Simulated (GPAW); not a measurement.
# InSe (R3m): one start, several treatments of the self-energy, part 2 of 2

Wanted: the gap of InSe (R3m) under several approximations, with cost.

GPAW 26.7.0; LDA and many-body steps on it, plane waves. Known limits of the many-body steps: not at the basis limit; no spin-orbit coupling.

So far. Step 3 (G0W0, Godby-Needs plasmon pole): The gap on the mesh goes from 0.21 eV to 1.04 eV, a correction of +0.83 eV. Step 5 (G0W0, extrapolated in the cutoff): Against G0W0 in GPAW (4×4×4 mesh, 249 bands, screening to 96 eV, Godby-Needs plasmon pole), the gap moves by +0.036 eV.

The database entry behind the starting cell differs from later determinations by our own check (c about 1.5 % long), so it need not match the best structure at ambient conditions.

### Step 6. One-shot PBE0

This step: one-shot PBE0 levels on LDA orbitals, plane waves, PAW.

run.py

```python
import json
import numpy as np
from gpaw.mpi import world
from gpaw.hybrids.eigenvalues import non_self_consistent_eigenvalues

dft, vxc, vxc_hyb = non_self_consistent_eigenvalues('full.gpw', 'PBE0', 17, 21, kpt_indices=[0, 12])
res = {'dft': dft[0], 'hybrid': (dft - vxc + vxc_hyb)[0]}
if world.rank == 0:
    with open('hybrid.txt', 'w') as f:
        for k, e0, e1 in zip([0, 12], res['dft'], res['hybrid']):
            print(k, ' '.join(f'{x:9.4f}' for x in e0), '|', ' '.join(f'{x:9.4f}' for x in e1), file=f)

if world.rank == 0:
    with open('result.json', 'w') as f:
        json.dump(res, f, default=lambda x: x.tolist())
```

Started as:

```bash
> mpirun -n 8 gpaw python run.py
```

Numbers of over 12 decimals in the logs are rounded to 6 here.

Output:

```text
builder.py:213: UserWarning: The angles between your unit-cell vectors are 26.4, 26.4 and 26.4 degrees.  Results may be wrong!  Please Niggli-reduce your unit-cell so that the angles are closer to 90 degrees:

  from ase.build import niggli_reduce
  niggli_reduce(atoms)
  [... matrices ...]
  warnings.warn(
builder.py:213: UserWarning: The angles between your unit-cell vectors are 26.4, 26.4 and 26.4 degrees.  Results may be wrong!  Please Niggli-reduce your unit-cell so that the angles are closer to 90 degrees:

  from ase.build import niggli_reduce
  niggli_reduce(atoms)
  [... matrices ...]
  warnings.warn(
builder.py:213: UserWarning: The angles between your unit-cell vectors are 26.4, 26.4 and 26.4 degrees.  Results may be wrong!  Please Niggli-reduce your unit-cell so that the angles are closer to 90 degrees:

  from ase.build import niggli_reduce
  niggli_reduce(atoms)
  [... matrices ...]
  warnings.warn(
[...]
builder.py:213: UserWarning: The angles between your unit-cell vectors are 26.4, 26.4 and 26.4 degrees.  Results may be wrong!  Please Niggli-reduce your unit-cell so that the angles are closer to 90 degrees:

  from ase.build import niggli_reduce
  niggli_reduce(atoms)
  [... matrices ...]
  warnings.warn(
builder.py:213: UserWarning: The angles between your unit-cell vectors are 26.4, 26.4 and 26.4 degrees.  Results may be wrong!  Please Niggli-reduce your unit-cell so that the angles are closer to 90 degrees:

  from ase.build import niggli_reduce
  niggli_reduce(atoms)
  [... matrices ...]
  warnings.warn(
IBZ(<points: 13, symmetries: 6>)
Occupied bands: 19
Transforming wave functions from IBZ to BZ: 0.030 seconds
Distributing wave functions and iFFT-ing to real space: 0.157 seconds
Calculating eigenvalues:
  k-points: 2
  Bands: 17-20 (inclusive)
  Seconds: 1.030 (wave-function broadcasting: 0.006 seconds)
HSE06-eigenvalue shifts:
  min: -0.683 eV
  ave: 0.209 eV
  max: 1.118 eV
```

Wall time 3.9 s (8 MPI ranks of AMD EPYC 9R45, shared host); peak memory 1.7 GiB.

Numbers from this step:

```
starting gap on the mesh                       : 0.2086 eV
hybrid gap on the mesh                         : 1.551 eV
least direct hybrid gap on the computed points : 1.551 eV
```

### Step 7. G0W0, full frequency, Hilbert transform

This step: G0W0 on LDA, plane waves, PAW.

run.py

```python
import json
import numpy as np
from gpaw.mpi import world
from gpaw.response.g0w0 import G0W0

gw = G0W0('full.gpw',
    filename='gw',
    kpts=[0, 12],
    bands=(17, 21),
    ecut=96,
    nbands=249,
    integrate_gamma='WS',
    frequencies={'type': 'nonlinear', 'domega0': 0.1, 'omega2': 15.0},
    eta=0.1,
    nblocksmax=True)
gw.calculate()
res = {mode: {k: v for k, v in r.items() if k != 'sigma_eskwn'}
       for mode, r in gw.all_results.items()}

if world.rank == 0:
    with open('result.json', 'w') as f:
        json.dump(res, f, default=lambda x: x.tolist())
```

Started as:

```bash
> mpirun -n 8 gpaw python run.py
```

Output:

```text
Using integrator: PointIntegrator
NonLinearFrequencyDescriptor(from 0.000 to 98.798 eV, 266 points)
Nonperiodic BCs:  [False False False]
Using integrator: PointIntegrator
NonLinearFrequencyDescriptor(from 0.000 to 98.798 eV, 266 points)
Nonperiodic BCs:  [False False False]
  ___  _ _ _
 |   || | | |
 | | || | | |
 |__ ||_____|
 |___|

BZ k-points: Symmetries present (total): 6

  [... matrices ...]
64 k-points: 4 x 4 x 4 Monkhorst-Pack grid + [1/8,1/8,1/8]
13 k-points in the irreducible part of the Brillouin zone
       k-points in crystal coordinates                weights
[...]
GW
  17   1.000   3.171 -16.024 -18.109   1.806  -0.377   0.726   2.968
  18   1.000   3.171 -16.024 -18.109   1.806  -0.377   0.726   2.968
  19   0.000   5.930 -15.071 -10.908  -3.272  -0.355   0.738   6.588
[...]
k-point 1 (12): (0.500, 0.500, 0.500)                GW
band       f     eps     vxc     exx   sigma  dsigma       Z      qp
                                                                   GW
[...]
19   0.000   4.594 -14.250 -10.544  -2.809  -0.305   0.766   5.281
  20   0.000   6.358 -12.980  -8.353  -3.745  -0.319   0.758   7.027
```

It took 4.2 min on 8 MPI ranks; peak memory 5.3 GiB.

This step gave:

| Quantity | Value |
| --- | --- |
| G0W0 gap on the points computed | 1.024 eV |
| least direct G0W0 gap on the computed points | 1.024 eV |
| starting gap on the mesh | 0.2086 eV |
| k of the valence top | 0.5, 0.5, 0.5 |
| k of the conduction bottom | 0.5, 0.5, 0.5 |

Against G0W0 in GPAW (4×4×4 mesh, 249 bands, screening to 96 eV, Godby-Needs plasmon pole), the gap moves by −0.017 eV.

### Step 8. The runs together

Times are wall times on 8 MPI ranks of AMD EPYC 9R45, shared host, good to a factor of about two.

| run | mesh | bands | screening cutoff (eV) | DFT gap (eV) | gap on the mesh (eV) | direct (eV) | time |
| --- | --- | --- | --- | --- | --- | --- | --- |
| G0W0, Godby-Needs plasmon pole | 4×4×4 | 249 | 96 | 0.209 | 1.041 | 1.041 | 3.7 min |
| one-shot HSE06 | 4×4×4 | - | - | 0.209 | 0.982 | 0.982 | 4.2 s |
| G0W0, extrapolated in the cutoff | 4×4×4 | - | 160 | 0.209 | 1.076 | 1.076 | 18 min |
| one-shot PBE0 | 4×4×4 | - | - | 0.209 | 1.551 | 1.551 | 3.9 s |
| G0W0, full frequency, Hilbert transform | 4×4×4 | 249 | 96 | 0.209 | 1.024 | 1.024 | 4.2 min |

### Step 9. Outcome

- G0W0, Godby-Needs plasmon pole: 1.041 eV
- one-shot HSE06: 0.982 eV
- G0W0, extrapolated in the cutoff: 1.076 eV
- one-shot PBE0: 1.551 eV
- G0W0, full frequency, Hilbert transform: 1.024 eV
- known limits: not at the basis limit; no spin-orbit coupling

In words: One-shot HSE06: −0.059 eV against G0W0, Godby-Needs plasmon pole. G0W0, extrapolated in the cutoff: +0.036 eV against G0W0, Godby-Needs plasmon pole, at other bands or cutoff, so not like for like. One-shot PBE0: +0.510 eV against G0W0, Godby-Needs plasmon pole. G0W0, full frequency, Hilbert transform: −0.017 eV against G0W0, Godby-Needs plasmon pole. One-shot hybrid levels are evaluated on the LDA orbitals. Bands and cutoff are finite, so the gap is not at the basis limit. The miss can reach some tenths of an eV and take either sign; the mesh is an error of its own. These stock PAW sets were not made for GW; the filled d or f shell of Se lies in the frozen core, which bears on start and correction. In the G0W0 runs levels were corrected at 2 k points alone, so a gap called «on the mesh» is the least over those, and an edge elsewhere would be missed. The many-body steps are scalar-relativistic: spin-orbit coupling is not in them.

[Paths, hosts, dates, memory and timing lines, banners, echoed tables and standing remarks are left out of the program output.]

[Logs are printed without paths, hosts, clocks, repeated set-up lines and the standing remarks that a program may print on its own settings, such as how far it seeks lower states.]

[Runs of the session that timed out or met a known fault of the program may be left out.]

[Hosts, paths, dates, database ids (printed as entryN), source tags and the programs' standing remarks are cut or masked in the printed files.]
